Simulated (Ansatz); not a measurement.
**Whose spectrum is this?**

Method: Ansatz, PBE, independent particles, without spin-orbit coupling, line width 0.1 eV (Gaussian); metals get a typed carrier damping. The response is along the first axis of the cell.

E (eV), Im ε and a bar:
```
     0.00       0.00 
     0.25       0.00 
     0.50       0.00 
     0.75       0.00 
     1.00       0.00 
     1.25       0.00 
     1.50       0.00 
     1.75       0.00 
     2.00       0.00 
     2.25       0.00 
     2.50       0.00 
     2.75       0.00 
     3.00       0.00 
     3.25       0.00 
     3.50       0.00 
     3.75       0.00 
     4.00       0.00 
     4.25       0.00 
     4.50       0.00 
     4.75       0.00 
     5.00       0.00 
     5.25       0.00 
     5.50       0.00 
     5.75       0.00 
     6.00       0.00 
     6.25       0.00 
     6.50       0.00 
     6.75       0.01 
     7.00       0.01 
     7.25       0.03 
     7.50       0.15 #
     7.75       0.43 ###
     8.00       0.59 #####
     8.25       0.73 ######
     8.50       0.86 #######
     8.75       1.03 ########
     9.00       1.29 ##########
     9.25       1.87 ###############
     9.50       2.46 ####################
     9.75       2.79 ######################
    10.00       3.25 ##########################
    10.25       3.78 ##############################
    10.50       3.44 ###########################
    10.75       3.27 ##########################
    11.00       2.97 ########################
    11.25       2.44 ###################
    11.50       2.38 ###################
    11.75       2.21 #################
```

Q: Which of these systems gave the spectrum?
A. Ga2O3 (C2/m)
B. ZnO (P6_3mc)
C. SiO2 (P3_121)
D. Rb2H2SO (Pm)

A: C. SiO2 (P3_121): least direct gap 6.31 eV, ε∞ = 2.56 along the first axis, strongest peak along the first axis at 10.32 eV. The others: Rb2H2SO (Pm), least direct gap 2.91 eV, ε∞ = 2.81 along the first axis, strongest peak along the first axis at 8.54 eV; ZnO (P6_3mc), least direct gap 0.80 eV, ε∞ = 5.19 along the first axis, strongest peak along the first axis at 10.18 eV; Ga2O3 (C2/m), least direct gap 2.46 eV, ε∞ = 4.09 along the first axis, strongest peak along the first axis at 9.53 eV.

Cells made by substitution are models, which may or may not match a known phase.

[Logs are printed without paths, hosts, clocks, repeated set-up lines and the standing remarks that a program may print on its own settings, such as how far it seeks lower states.]
